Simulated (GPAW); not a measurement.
## LiCl (Fm-3m): ε∞ against the local-field cutoff

The size of the dielectric matrix of LiCl (Fm-3m) is raised step by step, on the same bands.

The structure is cubic, space group Fm-3m (No. 225). Conventional cell: a = 5.130 Å, b = 5.130 Å, c = 5.130 Å, α = 90.00°, β = 90.00°, γ = 90.00°. Cl on site b is surrounded by 6 Li at 2.56 Å. Li on site a is surrounded by 6 Cl at 2.56 Å.

Method: GPAW 26.7.0, PBE, RPA, k-mesh 12×12×12, Lorentzian half width 0.15 eV.

Launch of the response step: `OMP_NUM_THREADS=1 python df.py`. The series took 61 s in all, its band step included, on 1 thread of Arm Neoverse V2, with other jobs on the host.

```tsv
cutoff (eV)	time of the step (s)	ε∞
40	4	2.7352
60	4	2.7343
100	5	2.7273
150	8	?
```

The number of plane waves grows as cutoff^(3/2); a common extrapolation takes the result as linear in its inverse.

Working, on the rows shown:

| x = cutoff^(−3/2) (eV^−3/2) | y = ε∞ |
| --- | --- |
| 0.00395285 | 2.7352 |
| 0.00215166 | 2.7343 |
| 0.001 | 2.7273 |

Means: x̄ = 0.0023682, ȳ = 2.7323. Σ(x − x̄)(y − ȳ) = 1.100e-05, Σ(x − x̄)² = 4.430e-06. Slope = 1.100e-05 / 4.430e-06 = 2.484; intercept = ȳ − slope · x̄ = 2.7264. The line misses the rows shown by at most 0.0026.

Task: Fill in the last column of the withheld row.

Result: At x = 0.00054433 the line gives y = 2.7277. The run gave 2.7242, so the extrapolation is off by 0.0035, 32 % of the range in the table. The law describes these rows poorly: it misses even the rows shown by over a tenth of the range.

Refitted with all rows, the slope is 3.182 and the intercept 2.7242. The line reaches 2.724 at infinite cutoff, 0.0 % from the last run, while the last two runs differ by 0.11 %. ε∞ moves in steps as shells of reciprocal vectors enter, so the limit is good only to about the larger of these. The cell comes from an older database entry, whose edges can be off by a per cent or so. Excitons are left out; PBE gaps are as a rule too small. The values come from a sum over the points of one k-mesh and carry its error, which grows as the direct gap shrinks.

[Logs are printed without paths, hosts, clocks, repeated set-up lines and the standing remarks that a program may print on its own settings, such as how far it seeks lower states.]
